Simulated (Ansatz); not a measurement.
**Starting-point dependence of the GW gap of Ta3N5 (Cmcm)**

One-shot GW is not self-consistent; how far does the start matter for Ta3N5 (Cmcm)?

Calculated with Ansatz 0.2.0; G0W0 on several functionals, plane waves, PAW.

Most raw output is cut from this account.

In doubt: masses and optical values from hybrid runs of this build are listed as unsure (steps 3, 4, 5), which bears on the screening that GW takes from such a start.

**1. Starting point**

It takes space group Cmcm (No. 63, orthorhombic). The conventional cell has a = 3.886 Å, b = 10.212 Å, c = 10.262 Å, α = 90.00°, β = 90.00°, γ = 90.00°. Ta has 6 N at 2.04 to 2.14 Å nearest. Nearest to Ta lie 6 N at 1.96 to 2.24 Å. Nearest to N lie 4 Ta at 2.06 to 2.22 Å. Nearest to N lie 3 Ta at 1.96 to 2.04 Å. Nearest to N lie 4 Ta at 2.03 to 2.24 Å. Farther neighbours and most contacts between anions are not listed.

Structure file:

```cif
data_structure
_symmetry_space_group_name_H-M 'P 1'
_symmetry_Int_Tables_number 1
_cell_length_a 5.4631
_cell_length_b 5.4631
_cell_length_c 10.2624
_cell_angle_alpha 90.000
_cell_angle_beta 90.000
_cell_angle_gamma 138.330
_cell_volume 203.63
loop_
_atom_site_label
_atom_site_type_symbol
_atom_site_fract_x
_atom_site_fract_y
_atom_site_fract_z
_atom_site_occupancy
Ta1 Ta 0.80290 0.19710 0.25000 1
Ta2 Ta 0.19710 0.80290 0.75000 1
Ta3 Ta 0.86545 0.13455 0.55906 1
Ta4 Ta 0.13455 0.86545 0.05906 1
Ta5 Ta 0.13455 0.86545 0.44094 1
Ta6 Ta 0.86545 0.13455 0.94094 1
N7 N 0.23678 0.76322 0.25000 1
N8 N 0.76322 0.23678 0.75000 1
N9 N 0.95299 0.04701 0.11949 1
N10 N 0.04701 0.95299 0.61949 1
N11 N 0.04701 0.95299 0.88051 1
N12 N 0.95299 0.04701 0.38051 1
N13 N 0.69138 0.30862 0.07378 1
N14 N 0.30862 0.69138 0.57378 1
N15 N 0.30862 0.69138 0.92622 1
N16 N 0.69138 0.30862 0.42622 1
```

The cell and positions come from the Crystallography Open Database and are kept as given unless a step says otherwise. Spin-orbit coupling is left out unless a step names it.

**2. G0W0 on LDA**

G0W0 replaces the xc potential by the self-energy, built once from these orbitals. Only a window of levels is corrected, while the sums run over the empty bands that the input names. This step takes PAW set soft_1 files.

This step: G0W0 on LDA, plane waves, PAW; PAW set soft_1.

input.yaml reads:

```yaml
crystal:
  lattice:
    - [1.9431, -5.1059, 0.0]
    - [1.9431, 5.1059, 0.0]
    - [0.0, 0.0, 10.2624]
  atoms:
    - { symbol: Ta, position: [0.8029, 0.1971, 0.25] }
    - { symbol: Ta, position: [0.1971, 0.8029, 0.75] }
    - { symbol: Ta, position: [0.86545, 0.13455, 0.55906] }
    - { symbol: Ta, position: [0.13455, 0.86545, 0.05906] }
    - { symbol: Ta, position: [0.13455, 0.86545, 0.44094] }
    - { symbol: Ta, position: [0.86545, 0.13455, 0.94094] }
    - { symbol: "N", position: [0.23678, 0.76322, 0.25] }
    - { symbol: "N", position: [0.76322, 0.23678, 0.75] }
    - { symbol: "N", position: [0.95299, 0.04701, 0.11949] }
    - { symbol: "N", position: [0.04701, 0.95299, 0.61949] }
    - { symbol: "N", position: [0.04701, 0.95299, 0.88051] }
    - { symbol: "N", position: [0.95299, 0.04701, 0.38051] }
    - { symbol: "N", position: [0.69138, 0.30862, 0.07378] }
    - { symbol: "N", position: [0.30862, 0.69138, 0.57378] }
    - { symbol: "N", position: [0.30862, 0.69138, 0.92622] }
    - { symbol: "N", position: [0.69138, 0.30862, 0.42622] }
kpoints:
  mp_grid: { grid: [4, 4, 2] }
hamiltonian:
  xc: lda
  pseudopotentials: { kind: paw, azcp: { folder: soft_1 }, xc_functional: pbe }
scf:
  occupations: { method: fixed }
gw:
  n_empty_bands: 462
  ecut_chi: 100
  qp_bands: [v4, c4]
  qp_kpoints: band_edges
  screening: { model: contour_deformation }
```

Run with:

```bash
> ansatz run input.yaml --threads 2 --pin off --max-ram 92160MiB --backend cuda --events-out ev --progress --plain --runs-dir out --devices 1 --max-vram 13GiB
```

Wall time 37 s (1 × NVIDIA H100 80GB HBM3 (shared by 6 runs) with 2 threads of AMD EPYC 7R13 (Zen 3), shared host); peak memory 2.1 GiB.

This step gave:

```yaml
bands_summed: 526
rpa_eps_infinity_on_this_mesh_eigenvalues: 10.92, 10.92, 14.12
plane_waves_in_the_screening_matrix: 475
q_points_in_the_mesh: 32
g0w0_gap_on_the_mesh: 1.773 eV
k_of_the_valence_top: 0, 0, 0
k_of_the_conduction_bottom: -0.5, -0.5, 0
starting_gap_on_the_mesh: 1.155 eV
z_at_the_valence_top: 0.7504
z_at_the_conduction_bottom: 0.7788
least_direct_g0w0_gap_on_the_computed_points: 2.002 eV
```

The gap on the mesh goes from 1.16 eV to 1.77 eV, a correction of +0.62 eV. Between the two edge states, bare exchange in place of the xc potential would open the gap by 7.80 eV, and correlation takes back 7.18 eV.

**3. G0W0 on HSE06**

One-shot GW remembers its start. Another functional's orbitals and levels show by how much.

This step: G0W0 on HSE06, plane waves, PAW; PAW set soft_1.

Edit input.yaml of step 2 so:

```diff
@@ -25,4 +25,4 @@
 hamiltonian:
-  xc: lda
-  pseudopotentials: { kind: paw, azcp: { folder: soft_1 }, xc_functional: pbe }
+  xc: hse06
+  pseudopotentials: { kind: paw, azcp: { folder: soft_1 } }
 scf:
```

Elapsed: 2.4 min, on 1 × NVIDIA H100 80GB HBM3 (shared by 6 runs) with 2 threads; peak memory 3 GiB.

Numbers from this step:

```
bands summed                                 : 526
RPA ε∞ on this mesh (eigenvalues)            : 7.386, 7.511, 8.073
plane waves in the screening matrix          : 475
q-points in the mesh                         : 32
G0W0 gap on the mesh                         : 2.069 eV
k of the valence top                         : 0, 0, 0
k of the conduction bottom                   : -0.5, -0.5, 0
starting gap on the mesh                     : 2.246 eV
Z at the valence top                         : 0.7852
Z at the conduction bottom                   : 0.8097
least direct G0W0 gap on the computed points : 2.309 eV
```

Against the run with 4×4×2 mesh, 462 empty bands, screening to 100 eV, PAW set soft_1 files on LDA, the gap moves by +0.30 eV, while the start moved by +1.09 eV.

**4. G0W0 on PBE0**

This step: G0W0 on PBE0, plane waves, PAW; PAW set soft_1.

Edit input.yaml of step 3 so:

```diff
@@ -25,3 +25,3 @@
 hamiltonian:
-  xc: hse06
+  xc: pbe0
   pseudopotentials: { kind: paw, azcp: { folder: soft_1 } }
```

It took 2 min on 1 × NVIDIA H100 80GB HBM3 (shared by 6 runs) with 2 threads; peak memory 3 GiB.

Numbers from this step:

| Quantity | Value |
| --- | --- |
| bands summed | 526 |
| RPA ε∞ on this mesh (eigenvalues) | 6.631, 6.763, 7.058 |
| plane waves in the screening matrix | 475 |
| G0W0 gap on the mesh | 2.237 eV |
| k of the valence top | 0, 0, 0 |
| k of the conduction bottom | -0.5, -0.5, 0 |
| starting gap on the mesh | 2.939 eV |
| least direct G0W0 gap on the computed points | 2.478 eV |

Against the run with 4×4×2 mesh, 462 empty bands, screening to 100 eV, PAW set soft_1 files on HSE06, the gap moves by +0.17 eV, while the start moved by +0.69 eV.

**5. G0W0 on Hartree-Fock**

This step: G0W0 on Hartree-Fock, plane waves, PAW; PAW set soft_1.

Edit input.yaml of step 4 so:

```diff
@@ -25,3 +25,3 @@
 hamiltonian:
-  xc: pbe0
+  xc: hf
   pseudopotentials: { kind: paw, azcp: { folder: soft_1 } }
```

Run time: 2.8 min. Hardware: 1 × NVIDIA H100 80GB HBM3 (shared by 6 runs) with 2 threads; peak memory 3 GiB; 3.6 min of CPU time.

This step gave:

| Item | Value |
| --- | --- |
| bands summed | 526 |
| RPA ε∞ on this mesh (eigenvalues) | 3.264, 3.315, 3.376 |
| plane waves in the screening matrix | 475 |
| G0W0 gap on the mesh | 3.420 eV |
| k of the valence top | 0, 0, 0 |
| k of the conduction bottom | -0.5, -0.5, 0 |
| starting gap on the mesh | 9.250 eV |
| least direct G0W0 gap on the computed points | 3.664 eV |

Against the run with 4×4×2 mesh, 462 empty bands, screening to 100 eV, PAW set soft_1 files on PBE0, the gap moves by +1.18 eV, while the start moved by +6.31 eV.

**6. The starts together**

All on the 4×4×2 mesh with 462 empty bands and screening to 100 eV. Times are wall times on 1 × NVIDIA H100 80GB HBM3 (shared by 6 runs) with 2 threads of AMD EPYC 7R13 (Zen 3), shared host, good to a factor of about two.

| start | starting gap (eV) | shift (eV) | G0W0 gap (eV) | RPA ε∞ (harmonic mean) | Z (valence, conduction) | time |
| --- | --- | --- | --- | --- | --- | --- |
| LDA | 1.16 | +0.62 | 1.77 | 11.81 | 0.75, 0.78 | 37 s |
| HSE06 | 2.25 | −0.18 | 2.07 | 7.65 | 0.79, 0.81 | 2.4 min |
| PBE0 | 2.94 | −0.70 | 2.24 | 6.81 | 0.80, 0.82 | 2 min |
| Hartree-Fock | 9.25 | −5.83 | 3.42 | 3.32 | 0.87, 0.89 | 2.8 min |

How the two edges are built up, in eV (the quasiparticle level is the starting level plus Σx plus Σc less Vxc):

| run | edge | start | Σx | Σc | Vxc | Z | QP |
| --- | --- | --- | --- | --- | --- | --- | --- |
| LDA | valence top | 11.50 | -21.34 | 2.58 | -18.98 | 0.75 | 11.73 |
| LDA | conduction bottom | 12.66 | -13.01 | -4.61 | -18.45 | 0.78 | 13.50 |
| HSE06 | valence top | 11.27 | -21.55 | 2.62 | -19.38 | 0.79 | 11.71 |
| HSE06 | conduction bottom | 13.51 | -12.55 | -4.44 | -17.26 | 0.81 | 13.78 |
| PBE0 | valence top | 10.92 | -21.57 | 2.55 | -19.73 | 0.80 | 11.63 |
| PBE0 | conduction bottom | 13.86 | -12.52 | -4.34 | -16.87 | 0.82 | 13.87 |
| Hartree-Fock | valence top | 9.00 | -22.10 | 2.33 | -22.07 | 0.87 | 11.30 |
| Hartree-Fock | conduction bottom | 18.25 | -11.39 | -3.56 | -11.42 | 0.89 | 14.72 |

For a hybrid start, Vxc holds its share of exact exchange.

**7. Summary of results**

```
G0W0@LDA          : 1.77 eV (start 1.16 eV)
G0W0@HSE06        : 2.07 eV (start 2.25 eV)
G0W0@PBE0         : 2.24 eV (start 2.94 eV)
G0W0@Hartree-Fock : 3.42 eV (start 9.25 eV)
known limits      : not at the basis limit; no spin-orbit coupling
```

In words: The starting gaps span 8.10 eV and the G0W0 gaps 1.65 eV. Between LDA and Hartree-Fock, 1.65 eV of the 8.10 eV survives, 20 %. Hartree-Fock screens less than LDA (ε∞ 3.32 against 11.81). Of the 1.65 eV by which its G0W0 gap is higher, the correlation part gives +1.29 eV, and exchange with the one-particle terms, which follow the orbitals, +0.36 eV. On HSE06, PBE0 and Hartree-Fock the correction is negative: that start lies above its own G0W0 value. The smallest correction, −0.18 eV, is on HSE06, the start nearest to reproducing itself. Bands and cutoff are finite, so the gap is not at the basis limit. The miss can reach some tenths of an eV and take either sign; the mesh is an error of its own. The program warns that the mesh is coarse for exact exchange, which bears on the hybrid start's gap. The many-body steps are scalar-relativistic: spin-orbit coupling is not in them.

[Paths, hosts, dates, memory and timing lines, banners, echoed tables and standing remarks are left out of the program output.]

[Logs are printed without paths, hosts, clocks, repeated set-up lines and the standing remarks that a program may print on its own settings, such as how far it seeks lower states.]

[Runs of the session that timed out or met a known fault of the program may be left out.]

[Cells called generated may have been cut or substituted from an entry of the Crystallography Open Database or the Materials Project.]

[Hosts, paths, dates, database ids (printed as entryN), source tags and the programs' standing remarks are cut or masked in the printed files.]
